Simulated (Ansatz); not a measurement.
**Changed inputs in constrained RPA: SrNbO3 (Pm-3m)**

Wanted: the sensitivity and cost of U and J for SrNbO3 (Pm-3m).

Main program and level: Ansatz 0.2.0; constrained RPA on LDA, plane waves, PAW.

### 1. Set-up

It takes space group Pm-3m (No. 221, cubic). Conventional cell: a = 4.070 Å, b = 4.070 Å, c = 4.070 Å, α = 90.00°, β = 90.00°, γ = 90.00°. Nearest to Sr lie 12 O at 2.88 Å. Nearest to Nb lie 6 O at 2.03 Å. O has 2 Nb at 2.03 Å and 4 Sr at 2.88 Å nearest. Farther neighbours and most contacts between anions are not listed.

The cell and positions are those that the Materials Project relaxed with its own functionals (PBE, PBE+U or r2SCAN), kept fixed. The program's search for lower electronic states was switched off, so nothing shows that the state found is the lowest. The default PAW set here is soft_2. Its files were made with PBE.

### 2. Base: Nb t2g, bands v1 to c2, 6×6×6 mesh, medium accuracy

Constrained RPA screens the interaction with every transition except those inside the target bands, which a later many-body model would treat itself.

The input, input.yaml:

```yaml
crystal:
  lattice:
    - [0.0, -4.06968976, 0.0]
    - [-4.06968976, 0.0, 0.0]
    - [0.0, 0.0, -4.06968976]
  atoms:
    - { symbol: Sr, position: [0.5, 0.5, 0.5] }
    - { symbol: Nb, position: [0.0, 0.0, 0.0] }
    - { symbol: O, position: [0.0, 0.5, 0.0] }
    - { symbol: O, position: [0.0, 0.0, 0.5] }
    - { symbol: O, position: [0.5, 0.0, 0.0] }
kpoints:
  mp_grid: { grid: [6, 6, 6] }
hamiltonian:
  xc: lda
scf:
  occupations: { method: gaussian, width: 0.08 }
  n_extra_bands: 19
  max_iter: 150
  lower_state_search: "off"
output:
  crpa:
    kmesh: [6, 6, 6]
    target_bands: [v1, c2]
    projections: [{ species: Nb, l: d, shell: 4, orbitals: [dxz, dyz, dxy] }]
  local_orbitals:
    kmesh: [6, 6, 6]
    orbitals: [{ species: Nb, l: d, shell: 4, orbitals: [dxz, dyz, dxy] }]
    window: { bands: [v1, c2] }
    seedname: lo
```

On the command line:

```bash
ansatz run input.yaml --threads 4 --pin off --max-ram 14745MiB --backend cpu --events-out ev --progress --plain --runs-dir out
```

Numbers of over 12 decimals in the logs are rounded to 6 here.

What it wrote:

```text
scf.n_extra_bands = 19 over 21 filled bands (N_el = 41.0): the run solves 40 bands
Engine: ansatz 0.2.0, aarch64-unknown-linux-gnu
Pseudopotentials: kind: paw
Pseudopotential: Sr, paw, valence charge 10, recommended cutoff 420 eV (normal), Sr.paw.azcp
Pseudopotential: Nb, paw, valence charge 13, recommended cutoff 420 eV (normal), Nb.paw.azcp
Pseudopotential: O, paw, valence charge 6, recommended cutoff 420 eV (normal), O.paw.azcp
Functional definition: SPW92
  exchange = slater_x
  correlation = pw_c
Crystal: 5 atoms, lattice volume = 67.404 Å³
Basis set: ecut = 420 eV, 1357 PW (Γ)
Bands: 40, of which v1, the nominal top of the filled ones, is band 21 counted from 1 (20 counted from 0)
Symmetry: 48 space group operations
Space group: Pm-3m (ITA 221), of the structure as read, at distance tolerance 4.1e-5 Å
k-points: 20 of 216
Non-local potential: Sr, projectors of the file, l = 0: 3, l = 1: 2, l = 2: 2
Non-local potential: Nb, projectors of the file, l = 0: 3, l = 1: 2, l = 2: 2, l = 3: 1
Non-local potential: O, projectors of the file, l = 0: 2, l = 1: 2, l = 2: 1
PAW form: soft (Blöchl's): semilocal exchange-correlation on the pseudo side does not see the compensation charge
PAW frozen core: Sr, regenerated for the run's functional, and the local potential with it (the file was generated under x = pbe(κ = 0.804, μ = 0.219515), c = pbe(β = 0.066725))
PAW frozen core: Nb, regenerated for the run's functional, and the local potential with it (the file was generated under x = pbe(κ = 0.804, μ = 0.219515), c = pbe(β = 0.066725))
PAW frozen core: O, regenerated for the run's functional, and the local potential with it (the file was generated under x = pbe(κ = 0.804, μ = 0.219515), c = pbe(β = 0.066725))
PAW one-centre angular grid: Sr, 110 points (default); XC on 64 Gauss nodes
PAW one-centre angular grid: Nb, 590 points (default); XC on 64 Gauss nodes
PAW one-centre angular grid: O, 110 points (default); XC on 64 Gauss nodes
Initial density: superposition of atomic densities (neutral atoms: chi_scale 0, normalization atom), corrected by the library's trained network
Initial wavefunctions: pseudopotential atomic-orbital guess
Functional: x = slater, c = lda
SCF iter   1: F=—  HF=-9559.938735 eV  |F-HF|=—  |Δ(HF+E_count)|=         —  Δρ=1.71e-2  dr2=1.77e-1  ethr=1.77e-3  ⟨swp⟩=8.2  Hψ=4250  notcnv=0  defer=135
preconditioner: auto → Resta (q_TF=auto, 2.511 Å⁻¹)  ε∞=2.9  [insulator: Δε(μ)=0.079 eV  Ē_g=18.358 eV  σ=0.080 eV  W_gap=0.51  n_scr=18 (ndim 8)  ℏωp=25.2 eV  f_vac=0.003  D(μ)=1.75/eV (n_scr^D=6)  ε∞_Penn≈2.9]
SCF iter   2: F=—  HF=-9559.904929 eV  |F-HF|=—  |Δ(HF+E_count)|=   3.38e-2  Δρ=7.54e-3  dr2=3.98e-2  ethr=4.33e-4  ⟨swp⟩=1.6  Hψ=1014  notcnv=0  defer=207
[...]
SCF 1 converged in 7 iterations: F = -9559.895107 eV  dr2 = 1.61e-8
[...]
NSCF: frozen V_eff on 23 k-points
NSCF: frozen V_eff on 20 k-points
[...]
cRPA screening: q 1/216
cRPA screening: q 2/216
cRPA screening: q 8/216 (q-point 3)
cRPA screening: q 14/216 (q-point 4)
cRPA screening: q 17/216 (q-point 8)
cRPA screening: q 29/216 (q-point 9)
cRPA screening: q 53/216 (q-point 10)
cRPA screening: q 65/216 (q-point 15)
cRPA screening: q 77/216 (q-point 16)
cRPA screening: q 89/216 (q-point 22)
[...]
cRPA screening: q 190/216 (q-point 87)
cRPA screening: q 198/216 (q-point 88)
cRPA screening: q 210/216 (q-point 94)
cRPA screening: q 216/216 (q-point 130)
SCF converged after 7 iterations
Free energy (F): -9559.895107 eV
Harris-Foulkes:  -9559.895107 eV  (|F-HF|=1.13e-8)
Internal energy: -9559.889164 eV  (E = F + TS)
E sigma→0 (E₀):  -9559.892135 eV
Entropy (-TS):   -0.005943 eV (-1.189 meV/atom)
Fermi energy:    12.658334 eV
--- Per-component energies (eV) ---
  E_band       = -190.006538
  E_kinetic    = 1161.317583
  E_local      = -2485.866137  (includes V_loc(G=0)·N_el)
  E_nonlocal   = 475.958062
  E_hartree    = 788.140038
  E_xc         = -564.170178
  E_vxc        = -654.998627  (∫ρ·V_xc dr)
  E_paw        = -6002.014517  (= ΣΔE_a)
  E_vpaw       = -262.709778  (= ΣTr[D̂ρ^β])
  E_aug_tail   = 0.007511  (compensation charges beyond the density's cutoff)
  E_ewald      = -2934.272120
  E_core_change = 1.010594  (= ΣΔE_core)
  E_smearing   = -0.005943  (= −TS)
  E_closure    = 0.000000  (closes the sum)
  Σ components = -9559.895107   (vs F -9559.895107, Δ=0.00e0)
--- Band table (eV; the first three rows and the last of 20) ---
  k-point 0: bands = [... 17 lower, 8.7776, 8.7776, 8.7776, 11.5441, 11.5441, 11.5441, 14.1681, 14.3980, ... 15 higher]
  k-point 1: bands = [... 17 lower, 8.0088, 8.6813, 8.6813, 11.6084, 12.2234, 12.2234, 14.6812, 14.8054, ... 15 higher]
  k-point 2: bands = [... 17 lower, 7.6227, 8.5917, 8.5917, 11.7467, 13.4544, 13.4544, 15.4928, 15.5439, ... 15 higher]
  k-point 19: bands = [... 17 lower, 9.2140, 9.2140, 9.2140, 15.3055, 15.3055, 15.3055, 15.6581, 15.6581, ... 15 higher]
--- cRPA (band scheme, projected local orbitals): target bands 21..23 (1-based), 3 Wannier function(s), 6×6×6 mesh, 46 bands' worth read of 51 solved, ecut_chi 136.0 eV, v(q+G=0) probe_charge, pair densities all_electron ---
  bands read: the sum over 46 bands ends inside a degenerate multiplet in 16 slots, whose members it reads at an even weight; the widest, k=0: bands 45 to 47 (counted from 1) at 2/3 each
  χ-basis size per q: N_G = 232..280
  window electrons = 1.0000, filled by tetrahedron_uncorrected; constrained ε̄⁻¹(q = 0, 0) head = 0.219184; min gauge Gram eig = 0.5368
  Kanamori averages over each shell's own Wannier functions (sites counted from 0, functions from 1):
    Site 1, 4D, 3 of 5 d orbitals (Wannier functions 1, 2, 3; wannier90's mr 2, 3, 5):
      screened: U = 2.9679 eV, U' = 2.4112 eV, J = 0.2783 eV
      screened, to within: U = 3.8e-3 eV, U' = 3.8e-3 eV, J = 4.4e-4 eV
      bare: V = 10.7937 eV, V' = 9.9808 eV, J = 0.3850 eV
  Hermiticity witness max|P − P†| over intra, direct and exchange elements: 7.99e-15 eV (screened), 8.90e-24 eV (bare)
  Reality witness max|Im| over intra, direct and exchange elements: 3.36e-20 eV (screened), 1.49e-19 eV (bare)
```

Run time: 2.8 min. Hardware: 4 threads of Arm Neoverse V1, shared host; peak memory 0.77 GiB.

This step gave:

- U: 2.968 eV
- U prime (inter-orbital): 2.411 eV
- J: 0.2783 eV
- bare V: 10.79 eV
- bare J: 0.3850 eV
- stated bound on U: 0.003788 eV
- U over bare V: 0.2750
- electrons in the window: 1.0000
- head of the constrained inverse dielectric matrix: 0.2192
- least eigenvalue of the projection's overlap: 0.5368
- target functions: 3
- bands in the sums: 46
- r.m.s. miss of the model bands: 0.01174 eV
- width of the target bands: 3.761 eV
- weight of the projected orbitals in the window: 0.7217

On the Nb t2g shell, screening brings the on-site interaction from 10.8 eV down to U = 2.97 eV.

### 3. Changed: 4×4×4 mesh

input.yaml, the sections that differ from step 2:

```yaml
output:
  crpa:
    kmesh: [4, 4, 4]
    target_bands: [v1, c2]
    projections: [{ species: Nb, l: d, shell: 4, orbitals: [dxz, dyz, dxy] }]
# crystal, kpoints, hamiltonian, scf: as in step 2
```

What it wrote:

```text
[...]
Crystal: 5 atoms, lattice volume = 67.404 Å³
Basis set: ecut = 420 eV, 1357 PW (Γ)
Bands: 40, of which v1, the nominal top of the filled ones, is band 21 counted from 1 (20 counted from 0)
Symmetry: 48 space group operations
[...]
k-points: 20 of 216
[...]
SCF iter   1: F=—  HF=-9559.938735 eV  |F-HF|=—  |Δ(HF+E_count)|=         —  Δρ=1.71e-2  dr2=1.77e-1  ethr=1.77e-3  ⟨swp⟩=8.2  Hψ=4250  notcnv=0  defer=135
[...]
SCF iter   7: F=-9559.895107 eV  HF=-9559.895107 eV  |F-HF|=1.13e-8  |Δ(HF+E_count)|=   2.75e-7  Δρ=3.88e-6  dr2=1.61e-8  ethr=2.44e-10  ⟨swp⟩=11.1  Hψ=3912  notcnv=0
SCF 1 converged in 7 iterations: F = -9559.895107 eV  dr2 = 1.61e-8
[...]
NSCF: frozen V_eff on 10 k-points
[...]
cRPA screening: q 1/64
cRPA screening: q 2/64
cRPA screening: q 8/64 (q-point 3)
cRPA screening: q 11/64 (q-point 6)
cRPA screening: q 23/64 (q-point 7)
cRPA screening: q 35/64 (q-point 11)
cRPA screening: q 38/64 (q-point 22)
cRPA screening: q 46/64 (q-point 23)
cRPA screening: q 58/64 (q-point 27)
cRPA screening: q 64/64 (q-point 43)
SCF converged after 7 iterations
Free energy (F): -9559.895107 eV
[...]
Internal energy: -9559.889164 eV  (E = F + TS)
E sigma→0 (E₀):  -9559.892135 eV
Entropy (-TS):   -0.005943 eV (-1.189 meV/atom)
Fermi energy:    12.658334 eV
[...]
--- Band table (eV; the first three rows and the last of 20) ---
  k-point 0: bands = [... 17 lower, 8.7776, 8.7776, 8.7776, 11.5441, 11.5441, 11.5441, 14.1681, 14.3980, ... 15 higher]
  k-point 1: bands = [... 17 lower, 8.0088, 8.6813, 8.6813, 11.6084, 12.2234, 12.2234, 14.6812, 14.8054, ... 15 higher]
  k-point 2: bands = [... 17 lower, 7.6227, 8.5917, 8.5917, 11.7467, 13.4544, 13.4544, 15.4928, 15.5439, ... 15 higher]
  k-point 19: bands = [... 17 lower, 9.2140, 9.2140, 9.2140, 15.3055, 15.3055, 15.3055, 15.6581, 15.6581, ... 15 higher]
[...]
χ-basis size per q: N_G = 232..280
[...]
Site 1, 4D, 3 of 5 d orbitals (Wannier functions 1, 2, 3; wannier90's mr 2, 3, 5):
      screened: U = 2.9747 eV, U' = 2.4129 eV, J = 0.2807 eV
      screened, to within: U = 3.8e-3 eV, U' = 3.8e-3 eV, J = 4.4e-4 eV
      bare: V = 10.8970 eV, V' = 10.0766 eV, J = 0.3884 eV
[...]
```

It took 30 s on 4 threads; peak memory 0.55 GiB.

This step gave:

```
U                                                 : 2.975 eV
U prime (inter-orbital)                           : 2.413 eV
J                                                 : 0.2807 eV
bare V                                            : 10.90 eV
bare J                                            : 0.3884 eV
stated bound on U                                 : 0.003742 eV
U over bare V                                     : 0.2730
electrons in the window                           : 1
head of the constrained inverse dielectric matrix : 0.2129
least eigenvalue of the projection's overlap      : 0.5368
target functions                                  : 3
bands in the sums                                 : 46
width of the target bands                         : 3.761 eV
weight of the projected orbitals in the window    : 0.7217
```

On the Nb t2g shell, screening brings the on-site interaction from 10.9 eV down to U = 2.97 eV.

### 4. Changed: 2×2×2 mesh

input.yaml, as its differences from that of step 3:

```diff
@@ -22,3 +22,3 @@
   crpa:
-    kmesh: [4, 4, 4]
+    kmesh: [2, 2, 2]
     target_bands: [v1, c2]
```

What it wrote:

```text
[...]
Crystal: 5 atoms, lattice volume = 67.404 Å³
Basis set: ecut = 420 eV, 1357 PW (Γ)
Bands: 40, of which v1, the nominal top of the filled ones, is band 21 counted from 1 (20 counted from 0)
Symmetry: 48 space group operations
[...]
k-points: 20 of 216
[...]
k-point 19: bands = [... 17 lower, 9.2140, 9.2140, 9.2140, 15.3055, 15.3055, 15.3055, 15.6581, 15.6581, ... 15 higher]
[...]
χ-basis size per q: N_G = 232..280
[...]
Site 1, 4D, 3 of 5 d orbitals (Wannier functions 1, 2, 3; wannier90's mr 2, 3, 5):
      screened: U = 3.3068 eV, U' = 2.6843 eV, J = 0.3094 eV
      screened, to within: U = 4.4e-3 eV, U' = 4.4e-3 eV, J = 5.0e-4 eV
      bare: V = 11.8071 eV, V' = 10.9102 eV, J = 0.4241 eV
[...]
[key lines of the parts left out:]
SCF converged after 7 iterations
Free energy (F): -9559.895107 eV
Fermi energy:    12.658334 eV
```

Wall time 5 s (4 threads); peak memory 0.47 GiB.

Numbers from this step:

```
U                                                 : 3.307 eV
U prime (inter-orbital)                           : 2.684 eV
J                                                 : 0.3094 eV
bare V                                            : 11.81 eV
bare J                                            : 0.4241 eV
stated bound on U                                 : 0.004341 eV
U over bare V                                     : 0.2801
electrons in the window                           : 1.0000
head of the constrained inverse dielectric matrix : 0.1903
least eigenvalue of the projection's overlap      : 0.5368
target functions                                  : 3
bands in the sums                                 : 46
width of the target bands                         : 3.761 eV
weight of the projected orbitals in the window    : 0.7217
```

On the Nb t2g shell, screening brings the on-site interaction from 11.8 eV down to U = 3.31 eV.

### 5. Changed: smooth pair densities

input.yaml, as its differences from that of step 4:

```diff
@@ -22,4 +22,5 @@
   crpa:
-    kmesh: [2, 2, 2]
+    kmesh: [6, 6, 6]
     target_bands: [v1, c2]
     projections: [{ species: Nb, l: d, shell: 4, orbitals: [dxz, dyz, dxy] }]
+    pair_densities: pseudo
```

What it wrote:

```text
[...]
Crystal: 5 atoms, lattice volume = 67.404 Å³
Basis set: ecut = 420 eV, 1357 PW (Γ)
Bands: 40, of which v1, the nominal top of the filled ones, is band 21 counted from 1 (20 counted from 0)
Symmetry: 48 space group operations
[...]
k-points: 20 of 216
[...]
χ-basis size per q: N_G = 232..280
[...]
Site 1, 4D, 3 of 5 d orbitals (Wannier functions 1, 2, 3; wannier90's mr 2, 3, 5):
      screened: U = 2.9736 eV, U' = 2.4112 eV, J = 0.2811 eV
      screened, to within: U = 2.7e-3 eV, U' = 2.7e-3 eV, J = 1.9e-4 eV
      screened, sum over states alone: U = 3.1344 eV, U' = 2.4794 eV, J = 0.3272 eV
      bare: V = 10.7937 eV, V' = 9.9808 eV, J = 0.3850 eV
[...]
[key lines of the parts left out:]
SCF converged after 7 iterations
Free energy (F): -9559.895107 eV
Fermi energy:    12.658334 eV
```

Run time: 2.7 min. Hardware: 4 threads; peak memory 0.7 GiB; 10 min of CPU time.

This step gave:

```
U                                                 : 2.974 eV
U prime (inter-orbital)                           : 2.411 eV
J                                                 : 0.2811 eV
bare V                                            : 10.79 eV
bare J                                            : 0.3850 eV
stated bound on U                                 : 0.002658 eV
U over bare V                                     : 0.2755
electrons in the window                           : 1.0000
head of the constrained inverse dielectric matrix : 0.2193
least eigenvalue of the projection's overlap      : 0.5368
target functions                                  : 3
bands in the sums                                 : 46
width of the target bands                         : 3.761 eV
weight of the projected orbitals in the window    : 0.7217
```

On the Nb t2g shell, screening brings the on-site interaction from 10.8 eV down to U = 2.97 eV.

### 6. Changed: accuracy low

input.yaml, as its differences from that of step 5:

```diff
@@ -25,2 +25,2 @@
     projections: [{ species: Nb, l: d, shell: 4, orbitals: [dxz, dyz, dxy] }]
-    pair_densities: pseudo
+    accuracy: low
```

What it wrote:

```text
[...]
Crystal: 5 atoms, lattice volume = 67.404 Å³
Basis set: ecut = 420 eV, 1357 PW (Γ)
Bands: 40, of which v1, the nominal top of the filled ones, is band 21 counted from 1 (20 counted from 0)
Symmetry: 48 space group operations
[...]
k-points: 20 of 216
[...]
k-point 19: bands = [... 17 lower, 9.2140, 9.2140, 9.2140, 15.3055, 15.3055, 15.3055, 15.6581, 15.6581, ... 15 higher]
[...]
χ-basis size per q: N_G = 232..280
[...]
Site 1, 4D, 3 of 5 d orbitals (Wannier functions 1, 2, 3; wannier90's mr 2, 3, 5):
      screened: U = 2.9575 eV, U' = 2.4027 eV, J = 0.2773 eV
      screened, to within: U = 4.6e-2 eV, U' = 4.6e-2 eV, J = 5.1e-3 eV
      bare: V = 10.7937 eV, V' = 9.9808 eV, J = 0.3850 eV
[...]
[key lines of the parts left out:]
SCF converged after 7 iterations
Free energy (F): -9559.895107 eV
Fermi energy:    12.658334 eV
```

Run time: 81 s. Hardware: 4 threads; peak memory 0.72 GiB; 5.1 min of CPU time.

This step gave:

* U: 2.958 eV
* U prime (inter-orbital): 2.403 eV
* J: 0.2773 eV
* bare V: 10.79 eV
* bare J: 0.3850 eV
* stated bound on U: 0.04562 eV
* U over bare V: 0.2740
* electrons in the window: 1.0000
* head of the constrained inverse dielectric matrix: 0.2191
* least eigenvalue of the projection's overlap: 0.5368
* target functions: 3
* bands in the sums: 46
* width of the target bands: 3.761 eV
* weight of the projected orbitals in the window: 0.7217

On the Nb t2g shell, screening brings the on-site interaction from 10.8 eV down to U = 2.96 eV.

### 7. Changed: r2SCAN

This step: constrained RPA on r2SCAN, plane waves, PAW.

input.yaml, as its differences from that of step 6:

```diff
@@ -14,3 +14,3 @@
 hamiltonian:
-  xc: lda
+  xc: r2scan
 scf:
@@ -25,2 +25 @@
     projections: [{ species: Nb, l: d, shell: 4, orbitals: [dxz, dyz, dxy] }]
-    accuracy: low
```

What it wrote:

```text
[...]
Crystal: 5 atoms, lattice volume = 67.404 Å³
Basis set: ecut = 500 eV, 1743 PW (Γ), exchange–correlation on 120×120×120 points (64 copies of the dense FFT grid, shifted against one another)
Bands: 40, of which v1, the nominal top of the filled ones, is band 21 counted from 1 (20 counted from 0)
Symmetry: 48 space group operations
[...]
k-points: 20 of 216
[...]
k-point 19: bands = [... 17 lower, 9.2626, 9.2626, 9.2626, 15.8022, 15.8022, 15.8022, 16.4676, 16.4676, ... 15 higher]
[...]
χ-basis size per q: N_G = 232..280
[...]
Site 1, 4D, 3 of 5 d orbitals (Wannier functions 1, 2, 3; wannier90's mr 2, 3, 5):
      screened: U = 3.3922 eV, U' = 2.7863 eV, J = 0.3045 eV
      screened, to within: U = 4.9e-3 eV, U' = 4.9e-3 eV, J = 5.3e-4 eV
      bare: V = 11.3041 eV, V' = 10.4445 eV, J = 0.4148 eV
[...]
[key lines of the parts left out:]
SCF converged after 7 iterations
Free energy (F): -9832.128374 eV
Fermi energy:    13.184999 eV
```

The job ended after 3.9 min (4 threads; peak memory 0.93 GiB; 15 min of CPU time).

Numbers from this step:

```yaml
u: 3.392 eV
u_prime_inter_orbital: 2.786 eV
j: 0.3045 eV
bare_v: 11.30 eV
bare_j: 0.4148 eV
stated_bound_on_u: 0.004810 eV
u_over_bare_v: 0.3001
electrons_in_the_window: 1.0000
head_of_the_constrained_inverse_dielectric_matrix: 0.2466
least_eigenvalue_of_the_projection_s_overlap: 0.5568
target_functions: 3
bands_in_the_sums: 46
width_of_the_target_bands: 3.711 eV
weight_of_the_projected_orbitals_in_the_window: 0.7404
```

On the Nb t2g shell, screening brings the on-site interaction from 11.3 eV down to U = 3.39 eV.

(Part 1 of 2 ends here.)

[Paths, hosts, dates, memory and timing lines, banners, echoed tables and standing remarks are left out of the program output.]

[Logs are printed without paths, hosts, clocks, repeated set-up lines and the standing remarks that a program may print on its own settings, such as how far it seeks lower states.]

[Runs of the session that timed out or met a known fault of the program may be left out.]

[Hosts, paths, dates, database ids (printed as entryN), source tags and the programs' standing remarks are cut or masked in the printed files.]
